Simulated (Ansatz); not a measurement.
# What SrLiH3 (model cell, started as cubic perovskite with Sr in the octahedra) distorts into, part 2 of 3

Wanted: the energy along a soft mode of SrLiH3 (model cell, started as cubic perovskite with Sr in the octahedra) and the structure at the end.

Ansatz 0.2.0; DFT PBEsol, scalar-relativistic, plane waves, PAW; PAW set soft_1.

So far, highest frequency on path, mesh or solved points (cm⁻¹): step 2 (response at finite wavevector) 1389. Also lowest frequency on the path (cm⁻¹): step 2 -560.

The structure was built from a prototype and need not be the compound's stable phase.

### Step 4. The mode frozen in, largest atomic shift 0.6 Å

The atoms are moved along the unstable eigenvector, the largest shift by 0.6 Å, with the cell fixed.

Input file input.yaml:

```yaml
crystal:
  lattice:
    - [4.5923518809, 4.5923518809, 0.0]
    - [4.5923518809, 0.0, 4.5923518809]
    - [4.5923518809, 0.0, -4.5923518809]
  atoms:
    - { symbol: Li, position: [0.0, 0.0, 0.0] }
    - { symbol: Li, position: [0.0, 0.5, 0.5] }
    - { symbol: Sr, position: [0.5, 0.25, 0.75] }
    - { symbol: Sr, position: [0.5, 0.75, 0.25] }
    - { symbol: H, position: [0.5923849217, -0.0923849217, -0.0923849217] }
    - { symbol: H, position: [0.4076150783, 0.5923849217, 0.5923849217] }
    - { symbol: H, position: [0.0, 0.4538075392, 0.0461924608] }
    - { symbol: H, position: [0.0, 0.0461924608, 0.4538075392] }
    - { symbol: H, position: [0.5, 0.0461924608, 0.4538075392] }
    - { symbol: H, position: [0.5, 0.4538075392, 0.0461924608] }
kpoints:
  mp_grid: { grid: [6, 6, 6] }
hamiltonian:
  xc: pbesol
  pseudopotentials: { kind: paw, azcp: { folder: soft_1 }, xc_functional: pbe }
scf:
  occupations: { method: gaussian, width: 0.02 }
output:
  forces: true
  stress: true
  eigenvalues: true
```

Started as:

```console
$ ansatz run input.yaml --threads 8 --pin off --max-ram 16384MiB --backend cpu --events-out ev --progress --plain --runs-dir out
```

The log of the run:

```text
[...]
Crystal: 10 atoms, lattice volume = 193.703 Å³
Basis set: ecut = 420 eV, 3767 PW (Γ), exchange–correlation on 90×90×90 points (8 copies of the dense FFT grid, shifted against one another)
Bands: 26, of which v1, the nominal top of the filled ones, is band 16 counted from 1 (15 counted from 0)
Symmetry: 8 space group operations
[...]
k-points: 46 of 216
[...]
k-point 0: bands = [... 12 lower, -0.3738, 0.6232, 0.6475, 0.7240, 3.0161, 3.1340, 3.3279, 5.2049, ... 4 higher]
  k-point 1: bands = [... 12 lower, -0.3260, 0.3074, 0.5364, 0.6205, 3.1534, 3.3086, 3.4272, 5.2114, ... 4 higher]
  k-point 2: bands = [... 12 lower, -0.1945, -0.1354, 0.3061, 0.3903, 3.4381, 3.7145, 3.7497, 4.4784, ... 4 higher]
  k-point 45: bands = [... 12 lower, -0.2903, -0.2848, 0.1131, 0.1789, 3.1959, 4.1093, 5.2338, 5.3299, ... 4 higher]
[key lines of the parts left out:]
SCF converged after 7 iterations
Free energy (F): -7485.368257 eV
Fermi energy:    1.568697 eV
P = ⅓ Tr σ = -1.2638 GPa (-12.638 kbar)
```

The job ended after 1.8 s (8 threads of Intel Xeon at 2.60GHz (Ice Lake), shared host; peak memory 0.73 GiB; 12 s of CPU time).

This step gave:

- pressure: -1.264 GPa
- gap on the k-mesh: 1.689 eV
- energy from the undistorted cell: -69.60 meV/atom

The energy, extrapolated to zero smearing, is -69.60 meV/atom against the undistorted cell.

The run ends at a pressure of -1.26 GPa, with forces up to 0.50 eV/Å.

### Step 5. Energy along the mode, all amplitudes (two of the runs are shown above)

An imaginary frequency means negative curvature, so the energy should fall and then rise again as anharmonic terms take over.

This step gave:

| Quantity | Value |
| --- | --- |
| depth at the lowest point sampled | 69.60 meV/atom |
| largest atomic shift at that point | 0.6 Å |

Table of energy from the parent by largest atomic shift:

| largest atomic shift (Å) | energy from the parent (meV/atom) |
| --- | --- |
| 0.000 | 0 |
| 0.040 | -0.371 |
| 0.080 | -1.48 |
| 0.140 | -4.51 |
| 0.220 | -11.0 |
| 0.320 | -22.5 |
| 0.450 | -42.4 |
| 0.600 | -69.6 |

Displacement at unit largest shift by atom:

| atom | x (Å) | y (Å) | z (Å) | size |
| --- | --- | --- | --- | --- |
| Li1 | 0.000 | 0.000 | 0.000 | 0.000 |
| Li2 | 0.000 | 0.000 | 0.000 | 0.000 |
| Sr3 | 0.000 | 0.000 | 0.000 | 0.000 |
| Sr4 | 0.000 | 0.000 | 0.000 | 0.000 |
| H5 | -0.707 | 0.707 | 0.000 | 1.000 |
| H6 | 0.707 | -0.707 | 0.000 | 1.000 |
| H7 | 0.000 | 0.000 | -0.707 | 0.707 |
| H8 | 0.000 | 0.000 | 0.707 | 0.707 |
| H9 | 0.000 | 0.000 | 0.707 | 0.707 |
| H10 | 0.000 | 0.000 | -0.707 | 0.707 |

The energy still falls at the last step, so the rise lies beyond the steps tried.

### Step 6. Relaxation from the frozen mode

Starting from the lowest point found, all atoms and the cell are let go, so that strain and other modes of the same symmetry can join in.

Changes to input.yaml since step 4:

```diff
@@ -22,3 +22,3 @@
 scf:
-  occupations: { method: gaussian, width: 0.02 }
+  occupations: { method: fixed }
 output:
@@ -27 +27,6 @@
   eigenvalues: true
+relax:
+  adjacent_minimum: "off"
+  f_tol: 0.002
+  max_steps: 120
+  cell: { stress_tol: 0.03 }
```

The log of the run:

```text
[...]
Crystal: 10 atoms, lattice volume = 193.703 Å³
Basis set: ecut = 420 eV, 3767 PW (Γ), exchange–correlation on 90×90×90 points (8 copies of the dense FFT grid, shifted against one another)
Bands: 26, of which v1, the nominal top of the filled ones, is band 16 counted from 1 (15 counted from 0)
Symmetry: 8 space group operations
[...]
k-points: 46 of 216
[...]
SCF iter   1: F=—  HF=-7487.690780 eV  |F-HF|=—  |Δ(HF+E_count)|=         —  Δρ=4.88e-2  dr2=6.79e0  ethr=3.10e-3  ⟨swp⟩=5.8  Hψ=5587  notcnv=0  defer=326
[...]
SCF iter   7: F=-7485.368257 eV  HF=-7485.368257 eV  |F-HF|=5.05e-9  |Δ(HF+E_count)|=   1.44e-6  Δρ=7.69e-6  dr2=6.04e-8  ethr=3.13e-10  ⟨swp⟩=19.2  Hψ=11413  notcnv=0
SCF 1 converged in 7 iterations: F = -7485.368257 eV  dr2 = 6.04e-8
[...]
relax step   1: F+E_penalty+E_count = -7485.36825710 eV  Δ(F+E_penalty+E_count) = +0.000e0 eV  max|allowed force component| = 3.522e-1 eV/Å  Δτ_max = 0.0000 Å  P = -1.264 GPa  Ω = 193.703 Å³  (7 SCF iters, dr2 threshold 1.00e-7 eV, accepted)
Crystal: 10 atoms, lattice volume = 187.157 Å³
Basis set: ecut = 420 eV, 3691 PW (Γ), exchange–correlation on 90×90×90 points (8 copies of the dense FFT grid, shifted against one another)
[...]
iter 1 solved again at ethr=6.84e-4 eV; its pass at ethr=3.10e-3 eV (dr2=2.19e-1 eV) is discarded
[...]
SCF iter   5: F=-7485.846758 eV  HF=-7485.846758 eV  |F-HF|=3.48e-7  |Δ(HF+E_count)|=   1.47e-5  Δρ=1.80e-5  dr2=6.22e-7  ethr=3.12e-9  ⟨swp⟩=15.2  Hψ=10660  notcnv=0
SCF 2 converged in 5 iterations: F = -7485.846758 eV  dr2 = 6.22e-7
relax step   2: F+E_penalty+E_count = -7485.84675845 eV  Δ(F+E_penalty+E_count) = -4.785e-1 eV  max|allowed force component| = 4.002e-1 eV/Å  Δτ_max = 0.1983 Å  P = -1.390 GPa  Ω = 187.157 Å³  energy of the carried Pulay correction = +1.696e-3 eV  (5 SCF iters, dr2 threshold 1.00e-6 eV, accepted)
Crystal: 10 atoms, lattice volume = 178.628 Å³
Basis set: ecut = 420 eV, 3519 PW (Γ), exchange–correlation on 90×90×90 points (8 copies of the dense FFT grid, shifted against one another)
[...]
SCF iter   5: F=-7486.339506 eV  HF=-7486.339505 eV  |F-HF|=3.50e-7  |Δ(HF+E_count)|=   1.45e-5  Δρ=1.90e-5  dr2=6.46e-7  ethr=3.12e-9  ⟨swp⟩=15.5  Hψ=10615  notcnv=0
the search or the solves at the SCF's close seem to have found levels that the self-consistency loop had missed (the run counts 1). By its estimate they hold under 1e-12 electrons; where the run keeps them, the occupations were computed again with them
SCF 3 converged in 5 iterations: F = -7486.339506 eV  dr2 = 6.46e-7
relax step   3: F+E_penalty+E_count = -7486.33950555 eV  Δ(F+E_penalty+E_count) = -4.927e-1 eV  max|allowed force component| = 3.916e-1 eV/Å  Δτ_max = 0.1953 Å  P = -1.211 GPa  Ω = 178.628 Å³  energy of the carried Pulay correction = +3.995e-3 eV  (5 SCF iters, dr2 threshold 1.00e-6 eV, accepted)
[... from here on, the SCF cycles and remarks between the steps are left out ...]
relax step   4: F+E_penalty+E_count = -7486.75658741 eV  Δ(F+E_penalty+E_count) = -4.171e-1 eV  max|allowed force component| = 2.692e-1 eV/Å  Δτ_max = 0.1963 Å  P = -0.942 GPa  Ω = 170.845 Å³  energy of the carried Pulay correction = +6.187e-3 eV  (5 SCF iters, dr2 threshold 1.00e-6 eV, accepted)
relax step   5: F+E_penalty+E_count = -7487.12245948 eV  Δ(F+E_penalty+E_count) = -3.659e-1 eV  max|allowed force component| = 1.629e-1 eV/Å  Δτ_max = 0.1982 Å  P = -0.651 GPa  Ω = 161.802 Å³  energy of the carried Pulay correction = +8.855e-3 eV  (6 SCF iters, dr2 threshold 1.00e-6 eV, accepted)
relax step   6: F+E_penalty+E_count = -7487.28760845 eV  Δ(F+E_penalty+E_count) = -1.651e-1 eV  max|allowed force component| = 7.051e-2 eV/Å  Δτ_max = 0.1918 Å  P = -0.136 GPa  Ω = 154.719 Å³  energy of the carried Pulay correction = +1.104e-2 eV  (6 SCF iters, dr2 threshold 1.00e-6 eV, accepted)
relax step   7: F+E_penalty+E_count = -7487.31446575 eV  Δ(F+E_penalty+E_count) = -2.686e-2 eV  max|allowed force component| = 8.281e-2 eV/Å  Δτ_max = 0.1366 Å  P = -0.210 GPa  Ω = 152.402 Å³  energy of the carried Pulay correction = +1.178e-2 eV  (5 SCF iters, dr2 threshold 1.00e-6 eV, accepted)
relax step   8: F+E_penalty+E_count = -7487.30861977 eV  Δ(F+E_penalty+E_count) = +5.846e-3 eV  max|allowed force component| = 1.136e-1 eV/Å  Δτ_max = 0.0580 Å  P = +0.128 GPa  Ω = 151.852 Å³  energy of the carried Pulay correction = +1.195e-2 eV  (5 SCF iters, dr2 threshold 4.29e-7 eV, rejected (line search))
relax step   9: F+E_penalty+E_count = -7487.31952005 eV  Δ(F+E_penalty+E_count) = -5.054e-3 eV  max|allowed force component| = 1.599e-3 eV/Å  Δτ_max = 0.0265 Å  P = +0.005 GPa  Ω = 151.910 Å³  energy of the carried Pulay correction = +1.194e-2 eV  (9 SCF iters, accepted)
relax step  10: F+E_penalty+E_count = -7487.31387556 eV  Δ(F+E_penalty+E_count) = +5.644e-3 eV  max|allowed force component| = 1.685e-3 eV/Å  Δτ_max = 0.0000 Å  P = -0.035 GPa  Ω = 151.910 Å³  stress off target by 5.18e-2 GPa  SCF on the basis re-selected at this cell (its energy is not comparable with the rows above)  (5 SCF iters)
relax step  11: F+E_penalty+E_count = -7487.31398586 eV  Δ(F+E_penalty+E_count) = -1.103e-4 eV  max|allowed force component| = 6.343e-4 eV/Å  Δτ_max = 0.0014 Å  P = +0.003 GPa  Ω = 151.677 Å³  energy of the carried Pulay correction = +7.388e-5 eV  (4 SCF iters, dr2 threshold 6.70e-9 eV, accepted)
[...]
SCF iter   1: F=—  HF=-7487.313830 eV  |F-HF|=—  |Δ(HF+E_count)|=         —  Δρ=3.05e-6  dr2=4.68e-9  ethr=6.35e-7  ⟨swp⟩=3.9  Hψ=8665  notcnv=0  defer=368
eigensolver tolerance schedule: the retry pair's looser diagonalisation over-reported the residual by 43421.36 of it (diagonalisation noise at an unbounded share of the residual, at the tolerance the schedule requests for it); recorded, not acted on — ethr = c·dr2/N_el stays at c = 1.0e-1
[...]
SCF iter   2: F=—  HF=-7487.313918 eV  |F-HF|=—  |Δ(HF+E_count)|=   8.79e-5  Δρ=2.27e-6  dr2=4.03e-9  ethr=1.46e-11  ⟨swp⟩=4.6  Hψ=2889  notcnv=0  defer=367
[...]
SCF iter   5: F=-7487.313918 eV  HF=-7487.313918 eV  |F-HF|=5.46e-12  |Δ(HF+E_count)|=  1.55e-11  Δρ=1.29e-7  dr2=2.00e-11  ethr=1.00e-12  ⟨swp⟩=17.8  Hψ=9679  notcnv=0
SCF 12 converged in 5 iterations: F = -7487.313918 eV  dr2 = 2.00e-11
relax step  12: F+E_penalty+E_count = -7487.31391829 eV  Δ(F+E_penalty+E_count) = +6.757e-5 eV  max|allowed force component| = 6.383e-4 eV/Å  Δτ_max = 0.0000 Å  P = +0.003 GPa  Ω = 151.677 Å³  stress off target by 1.20e-2 GPa  SCF on the basis re-selected at this cell (its energy is not comparable with the rows above)  (5 SCF iters)
[...]
SCF converged after 5 iterations
Free energy (F): -7487.313918 eV
[...]
Internal energy: -7487.313918 eV  (E = F + TS)
E sigma→0 (E₀):  -7487.313918 eV
Fermi energy:    2.506306 eV
[...]
--- Forces (eV/Å), atoms counted from 1 ---
  atom   1  Li     0.00032817    -0.00032817    -0.00000000
  atom   2  Li    -0.00032817     0.00032817     0.00000000
  atom   3  Sr    -0.00000000     0.00000000    -0.00000000
  atom   4  Sr    -0.00000000    -0.00000000     0.00000000
  atom   5  H      0.00035581    -0.00035581     0.00000000
  atom   6  H     -0.00035581     0.00035581    -0.00000000
  atom   7  H     -0.00000000    -0.00000000    -0.00063833
  atom   8  H      0.00000000     0.00000000     0.00063833
  atom   9  H     -0.00000000    -0.00000000     0.00063833
  atom  10  H      0.00000000     0.00000000    -0.00063833
  max |Σ_I F_I| component: 5.42e-20 eV/Å
--- Stress (GPa, compression-positive) ---
        0.007247      -0.004727      -0.000000
       -0.004727       0.007247      -0.000000
       -0.000000      -0.000000      -0.006590
  P = ⅓ Tr σ = 0.0026 GPa (0.026 kbar)
--- Band table (eV; the first three rows and the last of 46) ---
  k-point 0: bands = [... 12 lower, 0.4192, 1.8221, 2.2984, 2.5063, 4.0705, 4.8140, 4.9930, 6.8953, ... 6 higher]
  k-point 1: bands = [... 12 lower, 0.3834, 1.5364, 2.1887, 2.3341, 4.2932, 4.9765, 5.1160, 6.6962, ... 6 higher]
  k-point 2: bands = [... 12 lower, 0.1717, 1.0458, 1.9843, 1.9845, 4.6888, 5.2119, 5.3835, 6.4881, ... 6 higher]
  k-point 45: bands = [... 12 lower, 0.6097, 0.6708, 1.3095, 1.6212, 5.5017, 5.7335, 6.6528, 6.9987, ... 6 higher]
--- Relaxed structure (10 steps of the walk, 9 accepted, 2 SCFs on fresh bases) ---
  F+E_penalty+E_count = -7487.31391829 eV   max|allowed force component| = 6.383e-4 eV/Å   (the final SCF, on the basis selected at the relaxed cell)
  cell:  # Å, volume = 151.6765 Å³
    - [4.203242, 4.203242, 0.0]
    - [4.138383, 0.064859, 4.429285]
    - [4.138383, 0.064859, -4.429285]
  atoms:
    - { symbol: Li, position: [-0.087501, 0.087501, 0.087501] }
    - { symbol: Li, position: [0.087501, 0.412499, 0.412499] }
    - { symbol: Sr, position: [0.500000, 0.250000, 0.750000] }
    - { symbol: Sr, position: [0.500000, 0.750000, 0.250000] }
    - { symbol: H, position: [0.755823, -0.255823, -0.255823] }
    - { symbol: H, position: [0.244177, 0.755823, 0.755823] }
    - { symbol: H, position: [-3.469447e-18, 0.381230, 0.118770] }
    - { symbol: H, position: [-3.469447e-18, 0.118770, 0.381230] }
    - { symbol: H, position: [0.500000, 0.118770, 0.381230] }
    - { symbol: H, position: [0.500000, 0.381230, 0.118770] }
```

The job ended after 19 s (8 threads; peak memory 0.79 GiB).

Step by step:

| step | energy less that of the first step (eV) | largest force component (eV/Å) | pressure (GPa) | volume (Å³) |
| --- | --- | --- | --- | --- |
| 1 | 0.0000 | 0.3522 | -1.26 | 193.70 |
| 2 | -0.4785 | 0.4002 | -1.39 | 187.16 |
| 3 | -0.9712 | 0.3916 | -1.21 | 178.63 |
| 4 | -1.3883 | 0.2692 | -0.94 | 170.84 |
| 5 | -1.7542 | 0.1629 | -0.65 | 161.80 |
| 6 | -1.9194 | 0.0705 | -0.14 | 154.72 |
| 7 | -1.9462 | 0.0828 | -0.21 | 152.40 |
| 8 | -1.9404 | 0.1136 | 0.13 | 151.85 |
| 9 | -1.9513 | 0.0016 | 0.00 | 151.91 |
| 10* | -1.9456 | 0.0017 | -0.04 | 151.91 |
| 11 | -1.9457 | 0.0006 | 0.00 | 151.68 |
| 12* | -1.9457 | 0.0006 | 0.00 | 151.68 |

Relaxation steps marked * repeat the geometry before them on a plane-wave basis chosen anew for their cell, so energy and pressure can jump there. Relaxation step 8 was tried and not accepted.

Forces are held to the 8 operations that the program found; a distortion that breaks them can't arise in this run.

| conventional cell, symmetrised | before | after | change |
| --- | --- | --- | --- |
| a (Å) | 6.495 | 5.944 | -8.5 % |
| b (Å) | 9.185 | 8.859 | -3.6 % |
| c (Å) | 6.495 | 5.761 | -11.3 % |
| volume (Å³/atom) | 19.37 | 15.17 | -21.7 % |

The atoms that moved most (Å, as changes of fractional coordinates times the final cell):

| atom | dx | dy | dz | length |
| --- | --- | --- | --- | --- |
| H6 | 0.666 | -0.666 | 0.000 | 0.942 |
| H5 | -0.666 | 0.666 | 0.000 | 0.942 |
| H8 | 0.000 | 0.000 | 0.643 | 0.643 |
| H9 | 0.000 | 0.000 | 0.643 | 0.643 |
| H10 | 0.000 | 0.000 | -0.643 | 0.643 |
| H7 | 0.000 | 0.000 | -0.643 | 0.643 |
| Li1 | 0.356 | -0.356 | 0.000 | 0.504 |
| Li2 | -0.356 | 0.356 | 0.000 | 0.504 |

This step gave:

```yaml
pressure: 0.002634 GPa
gap_on_the_k_mesh: 1.564 eV
volume_per_atom: 15.17 Å³
```

The distorted start has space group Imma; the relaxation ends in Imma.

### Step 7. The new phase in its own primitive cell

The relaxed structure is symmetrised, reduced to its primitive cell and relaxed tightly, as its phonons need.

input.yaml, the sections that differ from step 6:

```yaml
crystal:
  lattice:
    - [-2.9721409818, 4.4292853637, 2.8804168585]
    - [2.9721409818, -4.4292853637, 2.8804168585]
    - [2.9721409818, 4.4292853637, -2.8804168585]
  atoms:
    - { symbol: Li, position: [0.662498719, 0.912498719, 0.75] }
    - { symbol: Li, position: [0.337501281, 0.087501281, 0.25] }
    - { symbol: Sr, position: [0.0, 0.5, 0.5] }
    - { symbol: Sr, position: [0.5, 0.5, 0.0] }
    - { symbol: H, position: [0.0058234602, 0.7558234602, 0.25] }
    - { symbol: H, position: [0.9941765398, 0.2441765398, 0.75] }
    - { symbol: H, position: [0.6312298168, 0.5, 0.6312298168] }
    - { symbol: H, position: [0.3687701832, 0.5, 0.3687701832] }
    - { symbol: H, position: [0.3687701832, 0.0, 0.8687701832] }
    - { symbol: H, position: [0.6312298168, 0.0, 0.1312298168] }
relax:
  adjacent_minimum: "off"
  f_tol: 0.001
  max_steps: 60
  cell: { stress_tol: 0.01 }
# kpoints, hamiltonian, scf, output: as in step 6
```

The log of the run:

```text
[...]
Crystal: 10 atoms, lattice volume = 151.677 Å³
Basis set: ecut = 420 eV, 2959 PW (Γ), exchange–correlation on 90×90×90 points (8 copies of the dense FFT grid, shifted against one another)
Bands: 26, of which v1, the nominal top of the filled ones, is band 16 counted from 1 (15 counted from 0)
Symmetry: 8 space group operations
[...]
k-points: 46 of 216
[...]
- { symbol: Sr, position: [0, 0.500000, 0.500000] }
    - { symbol: Sr, position: [0.500000, 0.500000, 0] }
    - { symbol: H, position: [0.00582684, 0.755827, 0.250000] }
    - { symbol: H, position: [0.994173, 0.244173, 0.750000] }
    - { symbol: H, position: [0.631223, 0.5, 0.631223] }
    - { symbol: H, position: [0.368777, 0.500000, 0.368777] }
    - { symbol: H, position: [0.368777, 0.0, 0.868777] }
    - { symbol: H, position: [0.631223, -2.775558e-17, 0.131223] }
[key lines of the parts left out:]
SCF converged after 7 iterations
Free energy (F): -7487.313918 eV
Fermi energy:    2.506526 eV
P = ⅓ Tr σ = 0.0003 GPa (0.003 kbar)
```

It took 5.8 s on 8 threads; peak memory 0.73 GiB.

Little changed from the start: no atom moved by 0.005 Å and no cell edge by 0.1 %.

Numbers from this step:

| Item | Value |
| --- | --- |
| pressure | 2.51e-4 GPa |
| direct gap on mesh | 1.564 eV |

The largest force component left is 0.13 meV/Å and the pressure is 0.000 GPa, within the tolerances set. The cell now holds 15.17 Å³/atom.

(Part 2 of 3 ends here.)

[Long decimals in the printed logs are rounded to 6 places.]

[Logs are printed without paths, hosts, clocks, repeated set-up lines and the standing remarks that a program may print on its own settings, such as how far it seeks lower states.]

[Hosts, paths, dates, database ids (printed as entryN), source tags and the programs' standing remarks are cut or masked in the printed files.]

[Where the starting crystal was built by hand or by swapping elements, it need not be the compound's stable phase.]
